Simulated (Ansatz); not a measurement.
# Charge trapping in glassy CaAl2Si6O16 (175 atoms), part 2 of 4

Does an extra electron or hole in glassy CaAl2Si6O16 (175 atoms) stay spread out, or do the atoms trap it?

Ansatz 0.2.0; Kohn-Sham DFT, PBE, PAW (set soft_2), plane waves.

The cell: 14 Al, 7 Ca, 112 O and 42 Si. The quench rate of 20 K/ps is orders of magnitude faster than experiment. The starting topology of bonds comes from the classical model. Only the Γ point is sampled, in a cell whose shortest periodic width is 13 Å.

So far. Step 2 (Single point at the start): The r.m.s. force at the start is 1.3 eV/Å. Step 3 (Relaxation): The relaxation converged after 16 steps, 13.0 eV below its start, with a largest force component of 0.035 eV/Å.

## Step 4: Single point at the relaxed geometry

One more single point at the end of the walk gives the fuller output and checks the residual forces.

File input.yaml:

```yaml
crystal:
  lattice:
    - [13.2196, 0.0, 0.0]
    - [0.0, 13.2196, 0.0]
    - [0.0, 0.0, 13.2196]
  atoms:
    - { symbol: Al, position: [0.14077, 0.13497, 0.79391] }
    - { symbol: Al, position: [0.9994, 0.30074, 0.16499] }
    - { symbol: Al, position: [0.82458, 0.14125, 0.11428] }
    - { symbol: Al, position: [0.58654, 0.58669, 0.65532] }
    - { symbol: Al, position: [0.84875, 0.7678, 0.06227] }
    - { symbol: Al, position: [0.27286, 0.19754, 0.98226] }
    [... 163 atom lines left out ...]
    - { symbol: Si, position: [0.04182, 0.93285, 0.81621] }
    - { symbol: Si, position: [0.48252, 0.2815, 0.29049] }
    - { symbol: Si, position: [0.01303, 0.70537, 0.73413] }
    - { symbol: Si, position: [0.39068, 0.66255, 0.78426] }
    - { symbol: Si, position: [0.82706, 0.52303, 0.04055] }
    - { symbol: Si, position: [0.38172, 0.12668, 0.43995] }
kpoints:
  mp_grid: { grid: [1, 1, 1] }
hamiltonian:
  xc: pbe
scf:
  occupations: { method: gaussian, width: 0.05 }
output:
  forces: true
  stress: true
  populations: true
  dos:
    method: { smearing: { sigma: 0.1 } }
    de: 0.1
    projected: { site_lists: { Al: [Al], Ca: [Ca], O: [O], Si: [Si] } }
  eigenvalues: true
  write_density: true
  write_potential: true
  volumetric_format: npy
  elf: true
```

Run with:

```bash
> ansatz run input.yaml --threads 4 --pin off --max-ram 15872MiB --backend cpu --events-out ev --progress --plain --runs-dir out
```

Standard output:

```text
[...]
Crystal: 175 atoms, lattice volume = 2310.229 Å³
Basis set: ecut = 420 eV, 45025 PW (Γ), exchange–correlation on 180×180×180 points (8 copies of the dense FFT grid, shifted against one another)
Bands: 651, of which v1, the nominal top of the filled ones, is band 476 counted from 1 (475 counted from 0)
Symmetry: 1 space group operations
[...]
k-points: 1
[...]
SCF iter   1: F=—  HF=-110706.981665 eV  |F-HF|=—  |Δ(HF+E_count)|=         —  Δρ=1.90e-3  dr2=8.90e-2  ethr=1.77e-3  ⟨swp⟩=7.0  Hψ=3362  notcnv=0  defer=145
[...]
SCF iter   9: F=-110707.009979 eV  HF=-110707.009979 eV  |F-HF|=1.82e-8  |Δ(HF+E_count)|=   1.51e-8  Δρ=1.36e-6  dr2=4.12e-8  ethr=1.05e-11  ⟨swp⟩=18.0  Hψ=5987  notcnv=0
SCF 1 converged in 9 iterations: F = -110707.009979 eV  dr2 = 4.12e-8
[...]
SCF converged after 9 iterations
Free energy (F): -110707.009979 eV
[...]
Internal energy: -110707.009979 eV  (E = F + TS)
E sigma→0 (E₀):  -110707.009979 eV
Fermi energy:    5.878450 eV
[...]
--- Forces (eV/Å), atoms counted from 1 ---
  atom   1  Al    -0.00364950     0.00709325    -0.01081402
  atom   2  Al     0.00055430     0.01029407    -0.00550626
  atom   3  Al    -0.00096925    -0.02863813    -0.01018701
  atom   4  Al     0.00608673     0.00680057    -0.00446604
  atom   5  Al    -0.00720289     0.01359569     0.00810147
  atom   6  Al    -0.00605585    -0.01541734     0.00808965
  atom   7  Al    -0.00369853    -0.01967297    -0.00063130
  atom   8  Al     0.00657169    -0.01061710     0.00938796
  atom   9  Al     0.00752714    -0.01249836     0.00560923
  atom  10  Al    -0.01865291    -0.00669310     0.00393199
  atom  11  Al     0.00088016     0.00551234     0.00013209
  atom  12  Al    -0.00424532    -0.01421036    -0.01089066
  atom  13  Al     0.00332511    -0.00006604     0.00525124
  atom  14  Al    -0.00189525    -0.00121598    -0.00354272
[...]
atom 174  Si    -0.02697716     0.00380246    -0.00968211
  atom 175  Si    -0.00639826    -0.00321675    -0.00055918
  max |Σ_I F_I| component: 1.02e-4 eV/Å
--- Stress (GPa, compression-positive) ---
       -0.878984       1.053289       0.905394
        1.053294      -0.182197       2.062308
        0.905392       2.062298       1.890657
  P = ⅓ Tr σ = 0.2765 GPa (2.765 kbar)
--- Band table (eV) ---
[...]
--- Löwdin populations: 175 sites ---
  site symbol       q [e]
     0     Al      1.6353
     1     Al      1.6221
     2     Al      1.6087
[...]
174     Si      2.2395
  spilling = 0.012677 (of n_electrons = 952.000000)
```

Elapsed: 75 s, on 4 threads of Arm Neoverse V2, shared host; peak memory 3.8 GiB; 4.9 min of CPU time.

Numbers from this run:

```yaml
free_energy: -110707.0100 eV
free_energy_per_atom: -632.6115 eV/atom
scf_cycles: 9
pressure: 0.2765 GPa
r_m_s_force_component: 0.00858 eV/Å
longest_force: 0.0404 eV/Å
fermi_energy: 5.878 eV
spacing_of_highest_filled_and_lowest_empty_level: 3.635 eV
spilling_of_the_projection: 0.01268
```

Löwdin charges by element and coordination (they lack the spilled electrons, 0.069 e an atom on average):

```csv
element,coordination,atoms,mean charge (e),spread,least,most
Al,all,14,1.35,0.0274,1.28,1.39
Al,4,12,1.36,0.0188,1.33,1.39
Al,5,2,1.33,0.0488,1.28,1.38
Ca,all,7,1.81,0.0099,1.79,1.82
Ca,5,3,1.81,0.0119,1.79,1.82
Ca,6,2,1.80,0.0045,1.79,1.80
Ca,7,2,1.81,0.0012,1.81,1.81
O,all,112,-0.827,0.0608,-1.02,-0.748
O,2,69,-0.805,0.0446,-0.981,-0.750
O,3,43,-0.861,0.0675,-1.02,-0.748
Si,all,42,1.74,0.0344,1.65,1.80
```

Density of states as counts of states in windows of 1 eV (from the Fermi level), total and the larger projections:

| from (eV) | to (eV) | total | O p | Si p |
| --- | --- | --- | --- | --- |
| -14 | -13 | 0.0 | 0.0 | 0.0 |
| -13 | -12 | 2.6 | 1.7 | 0.1 |
| -12 | -11 | 17.7 | 11.8 | 0.8 |
| -11 | -10 | 25.7 | 17.5 | 1.8 |
| -10 | -9 | 31.9 | 22.9 | 3.7 |
| -9 | -8 | 56.6 | 43.2 | 8.9 |
| -8 | -7 | 52.5 | 40.7 | 6.3 |
| -7 | -6 | 83.0 | 68.2 | 6.8 |
| -6 | -5 | 106.7 | 94.6 | 4.6 |
| -5 | -4 | 129.6 | 120.4 | 3.2 |
| -4 | -3 | 120.6 | 114.7 | 1.8 |
| -3 | -2 | 41.3 | 39.6 | 0.5 |
| -2 | -1 | 3.7 | 3.5 | 0.1 |
| -1 | 1 | 0.0 | 0.0 | 0.0 |
| 1 | 2 | 2.0 | 0.0 | 0.0 |
| 2 | 3 | 3.5 | 0.3 | 0.4 |
| 3 | 4 | 34.1 | 2.1 | 4.0 |
| 4 | 5 | 59.6 | 4.1 | 9.0 |

Between -26 and -14 eV lie 266 more states.

The levels nearest the highest filled one (over half full), pooled over k-points and spins:

```
level less the highest filled one (eV)  occupation
                                -0.604           2
                                -0.569           2
                                -0.500           2
                                -0.433           2
                                -0.143           2
                                     0           2
                                  3.63           0
                                  4.71           0
                                  4.77           0
                                  4.81           0
                                  4.94           0
                                  5.03           0
```

ELF in the ac plane at fractional y = 0.041, with atoms of Al and Ca and O and Si within 0.2 Å of it. It is the smooth field of the valence electrons, not physical close to the nuclei.

Ten even steps from '0' (0.00) to '9' (0.85), each cell a mean:
```
0000000000003799963000014799972112100
0000000022102799973000026988984100000
0000000246521268741001123799862013542
1012220134420001100025774244310047885
1157884101110002310279999511000047873
0489998400001136630169998410000014420
0489997400000146530014553100000000000
0024432000000023210222100000000000111
6201455200000000015898741111100014788
9627999830000000038999951123210037998
9627999820000000014798731112200037976
7412686214531012331123236775200014789
3110000269973148998510279889610123344
1122100379984269769930279889601788752
0000000136752148999720136886204998873
0000144310110012454200233221003799962
0001699985100000000015888851001245531
0003897898300000000027976982014665421
0002689985200000001115988961048989851
0133335421000001367742466410159858950
3799852111100003898885211110037999720
7988972134300003898885112221002332101
5999951123200012367752000000000000000
1466410000001366522110000134420122100
```
Columns run along a (13.2 Å), rows up along c (13.2 Å). Atoms in or near the plane, at fractional coordinates: Al at (0.37, 0.84), Ca at (0.14, 0.57), O at (0.87, 0.19), O at (0.64, 0.25), O at (0.46, 0.43), O at (0.97, 0.57), Si at (0.67, 0.56).

Electrostatic potential energy in the ac plane at fractional y = 0.041, with atoms of Al and Ca and O and Si within 0.2 Å of it. With pseudopotentials it is smooth inside the atoms' cores, unlike the true potential.

Values in eV, 13 rows by 16 columns, each cell a mean:
```
 10  10  10  10   9   7  -6   5   9   8   6 -15  -5   5   7  10
  9   8   8   9   5  -7  -7   5   9   3 -19 -14   3   7   9  10
  8  -1   0   8   4  -7  -7   5   9 -11 -11   1   9  10  11  10
 10  -6  -4   8   8   7   7   9  10   6   7   8  10  11  11  11
 10   1  -7   3   8  10   9   8   2   0  -3   1   9  11  11   8
 -5 -17 -34  -8   8  10   9   9  -4 -13 -33 -23   6  10   7 -29
  5   2  -5   5   7   7   5   0   9   6 -14 -16   8  10   6  -3
  8   9   8   8   4   6  -4 -28   3   9  -5 -15   9   6 -12   3
  9  10   6   7  11   9   8   8   9   8   2   3   7   1 -18   3
  9   9 -16 -12  11  11  11  10   9  -3 -30   4   9   0 -12   3
 10   3  -5   5  11  11  10   7   3  -2  -4   9   9 -17 -20  10
  1 -24  -2   7  11  10   6 -14 -18   4   7  10   8   5   7  11
  8   1   9  10  10   9   5   1   6   9  10  11   9   7   9  10
```
Columns run along a (13.2 Å; values clipped at the 3rd and 97th percentile), rows up along c (13.2 Å). Atoms in or near the plane, at fractional coordinates: Al at (0.37, 0.84), Ca at (0.14, 0.57), O at (0.87, 0.19), O at (0.64, 0.25), O at (0.46, 0.43), O at (0.97, 0.57), Si at (0.67, 0.56).

The highest filled and lowest empty levels differ by 3.63 eV (at Γ alone); a semilocal functional tends to put such gaps too low. In a disordered cell it changes from sample to sample, and tail or defect levels can set it. Mean Löwdin charges: Al +1.35, Ca +1.81, O -0.83, Si +1.74 e (they miss 1.3 % of the electrons, so they add up to more than the cell's charge).

## Step 5: An extra electron, atoms held

The electron count changes by one with the atoms held: a vertical process, on a uniform background, with spin and a narrow Fermi–Dirac smearing. Its energy against the neutral cell hangs on the program's zero of potential.

File input.yaml:

```yaml
crystal:
  lattice:
    - [13.2196, 0.0, 0.0]
    - [0.0, 13.2196, 0.0]
    - [0.0, 0.0, 13.2196]
  atoms:
    [... the 175 atom lines of step 4 ...]
total_charge: -1
kpoints:
  mp_grid: { grid: [1, 1, 1] }
hamiltonian:
  xc: pbe
scf:
  occupations: { method: fermi_dirac, width: 0.01 }
  lower_state_search: "off"
output:
  forces: true
  stress: true
  populations: true
  dos:
    method: { smearing: { sigma: 0.1 } }
    de: 0.1
    projected: { site_lists: { Al: [Al], Ca: [Ca], O: [O], Si: [Si] } }
  eigenvalues: true
  write_density: true
  write_potential: true
  volumetric_format: npy
magnetization:
  spin_polarized: true
  initial_magnetization: 1
```

Standard output:

```text
[...]
Crystal: 175 atoms, lattice volume = 2310.229 Å³
Basis set: ecut = 420 eV, 45025 PW (Γ), exchange–correlation on 180×180×180 points (8 copies of the dense FFT grid, shifted against one another)
Bands: 652, of which v1, the nominal top of the filled ones, is band 477 counted from 1 (476 counted from 0)
Symmetry: 1 space group operations
[...]
k-points: 1
[...]
Starting moments: Σ|m| = 1 μB on 175 of 175 sites
[...]
SCF iter   1: F=—  HF=-110806.076092 eV  |F-HF|=—  |Δ(HF+E_count)|=         —  Δρ=5.61e-2 (↑5.61e-2 ↓5.57e-2)  dr2=3.43e2  dr2_m=1.87e-1  M=1.000 μB ∫|m|=1.051 μB  β_m=1.00  ethr=3.10e-3  ⟨swp⟩=8.0  Hψ=6358  notcnv=0  defer=286
[...]
spin=Collinear: Resta preconditioning applied to the charge; magnetization (m = ρ↑ − ρ↓) channel mixes plain (no charge-response kernel on spin).
SCF iter   2: F=—  HF=-110728.919612 eV  |F-HF|=—  |Δ(HF+E_count)|=         —  Δρ=2.86e-2 (↑2.81e-2 ↓2.86e-2)  dr2=1.08e2  dr2_m=1.25e-1  M=0.024 μB ∫|m|=0.166 μB  β_m=0.30  ethr=3.10e-3  ⟨swp⟩=3.0  Hψ=2486  notcnv=0  defer=330
[...]
spin=Collinear: Kerker preconditioning applied to the charge; magnetization (m = ρ↑ − ρ↓) channel mixes plain (no charge-response kernel on spin).
SCF iter   3: F=—  HF=-110715.302708 eV  |F-HF|=—  |Δ(HF+E_count)|=    1.36e1  Δρ=2.02e-2 (↑2.02e-2 ↓2.00e-2)  dr2=6.23e1  dr2_m=2.17e-2  M=0.996 μB ∫|m|=1.088 μB  β_m=0.30  ethr=3.10e-3  ⟨swp⟩=3.5  Hψ=2949  notcnv=0  defer=341
[...]
SCF iter   8: F=—  HF=-110699.677817 eV  |F-HF|=—  |Δ(HF+E_count)|=   6.97e-1  Δρ=2.40e-3 (↑2.15e-3 ↓2.40e-3)  dr2=1.68e0  dr2_m=5.18e-3  M=0.118 μB ∫|m|=0.150 μB  β_m=0.30  ethr=4.02e-4  ⟨swp⟩=7.5  Hψ=2213  notcnv=0  defer=336
[...]
spin-set hold released at iteration 8 (site moments contracting): the magnetisation degrees of freedom join the quasi-Newton model from the next iteration; the mixer history was flushed
SCF iter   9: F=—  HF=-110699.671768 eV  |F-HF|=—  |Δ(HF+E_count)|=   6.05e-3  Δρ=1.82e-3 (↑1.65e-3 ↓1.82e-3)  dr2=1.46e0  dr2_m=2.66e-3  M=0.115 μB ∫|m|=0.141 μB  β_m=0.65  ethr=1.76e-4  ⟨swp⟩=3.0  Hψ=1252  notcnv=0  defer=336
[...]
SCF iter  29: F=-110699.327642 eV  HF=-110699.327642 eV  |F-HF|=3.76e-8  |Δ(HF+E_count)|=   1.90e-8  Δρ=5.21e-7 (↑5.21e-7 ↓5.18e-7)  dr2=6.41e-8  dr2_m=1.82e-11  M=-0.000 μB ∫|m|=0.000 μB  ethr=1.05e-11  ⟨swp⟩=23.0  Hψ=11815  notcnv=0
WARN: the starting moments were not kept: the SCF closed with an absolute magnetisation of 8.8e-5 μB, where they sum to 1 μB in size (175 sites). That is at most 0.1 of that sum. Measured as dr2_m measures the in/out step, that magnetisation stands 2.0e-11 eV from none, [...]
SCF 1 converged in 29 iterations: F = -110699.327642 eV  dr2 = 6.41e-8
[...]
SCF converged after 29 iterations
Magnetization: -0.0001 μB (476.5000 up, 476.5000 down)
Absolute magnetization: 0.0001 μB (∫|ρ↑−ρ↓|, with the PAW one-centre terms)
[...]
Per-site moments (μB) at R_I (Å): [(-5.339186e-8, 0.705906), (-8.836981e-8, 0.697495), (-6.450122e-8, 0.716887), (-6.420155e-8, 0.717898), (-9.886092e-8, 0.735896), [...]
Free energy (F): -110699.327642 eV
[...]
Internal energy: -110699.313779 eV  (E = F + TS)
E sigma→0 (E₀):  -110699.320710 eV
Entropy (-TS):   -0.013863 eV (-0.079 meV/atom)
Fermi energy:    7.694374 eV
[...]
--- Forces (eV/Å), atoms counted from 1 ---
  atom   1  Al     0.02812483    -0.00485182    -0.01954433
  atom   2  Al    -0.00876301     0.05841608     0.01579724
  atom   3  Al    -0.00426738    -0.04204720     0.02001403
  atom   4  Al    -0.04254545     0.06710885    -0.04993114
  atom   5  Al    -0.02324299     0.00699672     0.02620395
  atom   6  Al     0.00614453    -0.02234418    -0.00098149
  atom   7  Al     0.01252955    -0.09167693     0.00954211
  atom   8  Al     0.02552440     0.04504307     0.01893400
  atom   9  Al     0.02255187    -0.08113022    -0.02548374
  atom  10  Al    -0.03826589    -0.05988256     0.02655631
  atom  11  Al     0.00415525     0.04248483     0.00804694
  atom  12  Al     0.03715997    -0.00404092    -0.00033161
  atom  13  Al     0.01362637    -0.00323468    -0.00972707
  atom  14  Al    -0.00058677     0.05628516    -0.03700983
[...]
atom 174  Si    -0.02645050     0.06693193     0.04413894
  atom 175  Si     0.02358947    -0.05904416    -0.00923906
  max |Σ_I F_I| component: 1.45e-4 eV/Å
--- Stress (GPa, compression-positive) ---
       -0.618766       1.020585       0.880683
        1.020590       0.036590       2.016161
        0.880681       2.016151       2.071838
  P = ⅓ Tr σ = 0.4966 GPa (4.966 kbar)
--- Band table (eV) ---
[...]
--- Löwdin populations: 175 sites ---
  site symbol       q [e]    m [muB]
     0     Al      1.6440    -0.0000
     1     Al      1.6344    -0.0000
     2     Al      1.6199    -0.0000
[...]
174     Si      2.2447    -0.0000
  spilling = 0.012726 (of n_electrons = 953.000000)
```

Elapsed: 4.3 min, on 4 threads; peak memory 6.7 GiB; 17 min of CPU time.

The program notes that starting moments were not kept.

An extra electron, atoms held: the energy stands 7.68 eV above that of the reference. An odd electron should give 1 μB; this run ended with the carrier shared between both spins.

The levels nearest the highest filled one (over half full), pooled over k-points and spins:

```csv
level less the highest filled one (eV),occupation
-3.70,1
-3.70,1
0,0.5
0,0.5
1.11,0
1.11,0
1.16,0
1.16,0
```

## Step 6: An extra electron, atoms relaxed

The atoms now respond to the charge; the energy gained comes from screening by the atoms, from trapping if the charge localises, and from any strain left in the reference.

input.yaml, the sections that differ from step 5:

```yaml
output:
  forces: true
relax:
  f_tol: 0.05
  max_steps: 90
# crystal, total_charge, kpoints, hamiltonian, scf, magnetization: as in step 5
```

Standard output:

```text
[...]
Crystal: 175 atoms, lattice volume = 2310.229 Å³
Basis set: ecut = 420 eV, 45025 PW (Γ), exchange–correlation on 180×180×180 points (8 copies of the dense FFT grid, shifted against one another)
Bands: 652, of which v1, the nominal top of the filled ones, is band 477 counted from 1 (476 counted from 0)
Symmetry: 1 space group operations
[...]
k-points: 1
[...]
Starting moments: Σ|m| = 1 μB on 175 of 175 sites
[...]
SCF iter   1: F=—  HF=-110806.076097 eV  |F-HF|=—  |Δ(HF+E_count)|=         —  Δρ=5.61e-2 (↑5.61e-2 ↓5.57e-2)  dr2=3.43e2  dr2_m=1.87e-1  M=1.000 μB ∫|m|=1.051 μB  β_m=1.00  ethr=3.10e-3  ⟨swp⟩=8.0  Hψ=6358  notcnv=0  defer=286
[...]
SCF iter  20: F=-110699.327610 eV  HF=-110699.327655 eV  |F-HF|=4.53e-5  |Δ(HF+E_count)|=   4.30e-6  Δρ=1.53e-5 (↑1.52e-5 ↓1.53e-5)  dr2=5.91e-5  dr2_m=5.24e-9  M=-0.000 μB ∫|m|=0.001 μB  ethr=6.56e-9  ⟨swp⟩=3.0  Hψ=2960  notcnv=0
[...]
SCF 1 converged in 20 iterations: F = -110699.327610 eV  dr2 = 5.91e-5
[...]
relax step   1: F+E_penalty+E_count = -110699.32760972 eV  Δ(F+E_penalty+E_count) = +0.000e0 eV  max|allowed force component| = 1.697e-1 eV/Å  Δτ_max = 0.0000 Å  (20 SCF iters, dr2 threshold 6.25e-5 eV, accepted)
[...]
relax step   2: F+E_penalty+E_count = -110699.33605108 eV  Δ(F+E_penalty+E_count) = -8.441e-3 eV  max|allowed force component| = 9.738e-2 eV/Å  Δτ_max = 0.0163 Å  (14 SCF iters, accepted)
[...]
relax step   3: F+E_penalty+E_count = -110699.34050174 eV  Δ(F+E_penalty+E_count) = -4.451e-3 eV  max|allowed force component| = 3.601e-2 eV/Å  Δτ_max = 0.0093 Å  (14 SCF iters, accepted)
SCF converged after 14 iterations
Magnetization: -0.0000 μB (476.5000 up, 476.5000 down)
Absolute magnetization: 0.0000 μB (∫|ρ↑−ρ↓|, with the PAW one-centre terms)
[...]
Per-site moments (μB) at R_I (Å): [(-7.577201e-11, 0.706234), (-2.547505e-11, 0.697803), (-2.231787e-10, 0.716877), (2.719272e-10, 0.718601), (-9.555475e-11, [...]
Free energy (F): -110699.340502 eV
[...]
Internal energy: -110699.326639 eV  (E = F + TS)
E sigma→0 (E₀):  -110699.333570 eV
Entropy (-TS):   -0.013863 eV (-0.079 meV/atom)
Fermi energy:    7.673057 eV
[...]
--- Forces (eV/Å), atoms counted from 1 ---
  atom   1  Al     0.00229547     0.00634928    -0.00084482
  atom   2  Al     0.00490629    -0.00086764     0.00481618
  atom   3  Al     0.00203028    -0.00800976    -0.00613986
  atom   4  Al    -0.00377133    -0.00272230    -0.01810744
  atom   5  Al     0.00320540     0.00218994     0.00533799
  atom   6  Al     0.01296327    -0.00610761    -0.01470058
  atom   7  Al    -0.00353323    -0.02184197     0.01759018
  atom   8  Al    -0.00199766    -0.00888561     0.00645895
  atom   9  Al    -0.00031573    -0.00243599    -0.00021959
  atom  10  Al    -0.00288969    -0.01117286    -0.00166953
  atom  11  Al     0.00092062     0.00452337     0.01063239
  atom  12  Al    -0.00101635     0.00206100     0.00969101
  atom  13  Al     0.00275132     0.00258523     0.01172453
  atom  14  Al     0.00601303     0.00419459    -0.00662800
[...]
atom 174  Si    -0.01230694     0.00240293    -0.00514316
  atom 175  Si     0.00383183    -0.00886754     0.00715131
  max |Σ_I F_I| component: 2.06e-4 eV/Å
--- Relaxed structure (3 steps of the walk, 3 accepted, 0 SCFs on fresh bases) ---
  F+E_penalty+E_count = -110699.34050174 eV   max|allowed force component| = 3.601e-2 eV/Å
  atoms:
    - { symbol: Al, position: [0.140887, 0.135002, 0.793685] }
    - { symbol: Al, position: [0.999536, 0.301134, 0.165004] }
    - { symbol: Al, position: [0.824692, 0.141280, 0.114185] }
    - { symbol: Al, position: [0.586336, 0.586679, 0.655202] }
[...]
- { symbol: Si, position: [0.381758, 0.126622, 0.439976] }
```

Elapsed: 5.6 min, on 4 threads; peak memory 6.6 GiB; 22 min of CPU time.

The relaxation converged after 3 steps, 0.0129 eV below its start, with a largest force component of 0.036 eV/Å.

An extra electron, atoms relaxed: the energy stands 7.67 eV above that of the reference. An odd electron should give 1 μB; this run ended with the carrier shared between both spins.

[end of part 2 of 4]

[Long decimals in the printed logs are rounded to 6 places.]

[Logs are printed without paths, hosts, clocks, repeated set-up lines and the standing remarks that a program may print on its own settings, such as how far it seeks lower states.]

[Hosts, paths, dates, database ids (printed as entryN), source tags and the programs' standing remarks are cut or masked in the printed files.]
